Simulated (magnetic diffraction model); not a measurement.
# Magnetic neutron pattern of LiCr₂Cl₅

Space group C2/c (no. 15), a = 14.8790 Å, b = 6.6560 Å, c = 6.8420 Å, β = 91.31°.

```
site  atom       x       y       z
  8f    Cr  0.0935  0.2516  0.5328
  4e    Cl       0  0.9630     3/4
  8f    Cl  0.0891  0.3867  0.9002
  8f    Cl  0.2215  0.9020  0.8462
  4c    Li     1/4     1/4       0
```

This is a made-up structure (elements placed in a structure type, unrelaxed), so the numbers test the method and describe no known phase.

Only Cr is taken to order (form factors of Cr2+); orders and moment sizes are assumed, and not adapted to the symmetry. Radiation: neutrons of λ = 2.52 Å, 8° to 45°; isotropic B of 0.75 Å² (Cr), 0.71 Å² (Cl) and 1.09 Å² (Li). The intensities are simulated: I ∝ L Σ (|F_N|² + |F_M⊥|²) for unpolarised neutrons, with F_M = 2.695 fm/μB × Σ f(s) S exp(2πi Q·r) exp(−B s²) at Q = H ± k (one set where k and −k are equivalent), only the part normal to Q counting and L = 1/(sin²θ cos θ). For collinear order S is the moment m, which repeats by lattice and centring translations R with the sign exp(−2πi k·R). Form factors are spin-only for 3d ions and dipole or tabulated for f ions, scattering lengths are Sears's of 1992, and absorption is left out. A label names one of the reflections at its angle. The strongest nuclear line in the range is 100, and lines under 0.2 are left out.

Assume the order k = (0 0 0), collinear moments along [100], 1.59 μB on Cr; signs + at (0.0935, 0.2516, 0.5328), − at (0.0935, 0.7484, 0.0328), + at (0.4065, 0.7516, 0.9672), − at (0.4065, 0.2484, 0.4672).

Q: Where does magnetic intensity appear, and how strong is it?

```
2θ (°)     index  nuclear  magnetic
 19.51   (2 0 0)     27.8       0.0
 21.23   (0 0 1)      0.0       2.9
 23.94   (1 1 0)      0.1      60.5
 28.65  (2 0 -1)      0.0      12.4
 29.32   (2 0 1)      0.0      17.4
 32.05  (1 1 -1)      8.7       0.0
 32.36   (1 1 1)    100.0       0.0
 36.95   (3 1 0)      6.2       0.5
 39.61   (4 0 0)      8.6       0.0
 42.64  (3 1 -1)     78.3       0.0
 43.23   (0 0 2)      8.8       0.0
 43.36   (3 1 1)     44.6       0.0
 44.49   (0 2 0)     40.1       0.0
 44.91  (4 0 -1)      0.0       1.6
```

The strongest magnetic line in the range is (1 1 0) at 23.94° (60.5). On top of the Lorentz factor, which all lines share, magnetic lines fade with angle because f falls: for Cr2+ it is 0.88, 0.62, 0.37 and 0.09 at sin θ/λ = 0.1, 0.2, 0.3 and 0.5 Å⁻¹, while nuclear lengths stay constant. The order has no net moment.

[Logs are printed without paths, hosts, clocks, repeated set-up lines and the standing remarks that a program may print on its own settings, such as how far it seeks lower states.]
